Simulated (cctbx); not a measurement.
**SmCd5: solution and refinement**

Cell a = 5.9160 Å, b = 5.9160 Å, c = 4.9040 Å, α = 90.00°, β = 90.00°, γ = 120.00°; space group P6/mmm (no. 191); content Sm1 Cd5.

Simulated single-crystal data (cctbx): synchrotron X-rays, λ = 0.6889 Å, to d = 0.75 Å, 95 % of the full sphere, strongest reflection 20000 counts, noise from counting, a 6 % proportional error and a noise floor of 2 counts (s.d.); no absorption.

Charge flipping in P1 on plain amplitudes to 0.75 Å, δ = 1.1 σ, 20 % of the reflections treated as weak, 300 cycles:

```text
cycle      R  skewness
    0  0.556     0.37
   25  0.286     4.81
   50  0.250     4.67
   75  0.252     4.61
  100  0.262     4.50
  125  0.239     4.64
  150  0.246     4.46
  175  0.250     4.62
  200  0.241     4.58
  225  0.255     4.56
  250  0.244     4.47
  275  0.253     4.60
origin shift          correlation  skewness
 0.271  0.007  0.038      0.907      5.94
 0.603  0.674  0.039      0.895      4.20
 0.827  0.575  0.091      0.842      3.43
 0.514  0.901  0.098      0.842      2.06
taken: symmetry correlation 0.907, skewness 5.94
peak      x       y       z  mult  height/sigma
Q1    0.0000  0.0000  0.5000    1     20.9
Q2    0.0000  0.5000  0.0000    3     11.5
Q3    0.3333  0.6667  0.5000    2      8.0
Q4    0.0000  0.5000  0.5000    3      3.5
Q5    0.1604  0.3208  0.0000    6      2.1
Q6    0.0000  0.3129  0.5000    6      1.5
Q7    0.1135  0.2269  0.5000    6      1.1
Q8    0.2694  0.5387  0.2896   12      1.0
```

The origin is taken among those within 0.04 of the best correlation, by the skewness of the map.

Run time: 0.77 s on 1 thread of Arm Neoverse N1 (shared host), peak memory 0.07 GiB.

Q: Assign the peaks.

Heights go roughly as Z and multiplicities must add up to the content. First model: Q1 = Sm1 (1 in the cell, height 20.9), Q2 = Cd1 (3 in the cell, height 11.5) and Q3 = Cd2 (2 in the cell, height 8.0). Against the true structure, Q1 is Sm, Q2 is Cd and Q3 is Cd; the other peaks are not atoms.

Least squares on F², isotropic:

```text
Rint 0.052, 100 unique reflections to 0.75 A
cycle     R1     wR2    GooF  max shift (A)
   1  0.1068  0.2328  10.393   0.00000
   2  0.0198  0.0655   2.925   0.00000
final R1 0.0198 wR2 0.0655 GooF 2.925  parameters 3  data/parameter 33.3
atom        x        y        z      Ueq    occ   su(xyz)  su(Uiso or U11)
Sm1    0.00000  0.00000  0.50000   0.0083  1.000  0.00000  0.0004
Cd1    0.00000  0.50000  0.00000   0.0071  1.000  0.00000  0.0004
Cd2    0.33333  0.66667  0.50000   0.0093  1.000  0.00000  0.0004
difference map: max 1.66 min -3.48 rms 0.30
Q1    0.2458  0.6229  0.5000    6    1.85  0.45 A from Cd2
Q2    0.0000  0.5000  0.0977    6    0.87  0.48 A from Cd1
Q3    0.3333  0.6667  0.2963    4    0.87  1.00 A from Cd2
Q4    0.0932  0.5466  0.0000    6    0.83  0.48 A from Cd1
Q5    0.0000  0.0000  0.4163    2    0.62  0.41 A from Sm1
```

Anisotropic refinement:

```text
Rint 0.052, 100 unique reflections to 0.75 A
cycle     R1     wR2    GooF  max shift (A)
   1  0.0198  0.0655   2.988   0.00000
   2  0.0090  0.0209   0.955   0.00000
final R1 0.0090 wR2 0.0209 GooF 0.955  parameters 7  data/parameter 14.3
atom        x        y        z      Ueq    occ   su(xyz)  su(Uiso or U11)
Sm1    0.00000  0.00000  0.50000   0.0081  1.000  0.00000  0.0002
Cd1    0.00000  0.50000  0.00000   0.0070  1.000  0.00000  0.0002
Cd2    0.33333  0.66667  0.50000   0.0092  1.000  0.00000  0.0002
difference map: max 0.38 min -0.50 rms 0.13
Q1    0.0000  0.3287  0.3863   12    0.39  2.02 A from Sm1
Q2    0.2364  0.4729  0.1375   12    0.35  1.63 A from Cd1
Q3    0.3333  0.6667  0.3591    4    0.33  0.69 A from Cd2
Q4    0.0000  0.3906  0.5000    6    0.29  1.83 A from Cd2
Q5    0.0000  0.5000  0.1623    6    0.29  0.80 A from Cd1
Q6    0.3333  0.6667  0.0000    2    0.25  1.71 A from Cd1
```

**Reading.** The refinement ends at R1 = 0.0090, wR2 = 0.0209, GooF = 0.95, with difference density between -0.50 and 0.38 e/Å³. Every site matches the true model in element, within 0.001 Å r.m.s., up to an allowed shift of origin.

True model:

| atom | mult. | x | y | z | Ueq (Å²) |
| --- | --- | --- | --- | --- | --- |
| Sm1 | 1 | 0 | 0 | 0 | 0.0083 |
| Cd1 | 3 | 0 | 1/2 | 1/2 | 0.0072 |
| Cd2 | 2 | 2/3 | 1/3 | 0 | 0.0094 |

This is a model crystal, built by substitution and not relaxed, with assumed displacement parameters.

[Middle refinement cycles are left out of these outputs.]

[Logs are printed without paths, hosts, clocks, repeated set-up lines and the standing remarks that a program may print on its own settings, such as how far it seeks lower states.]
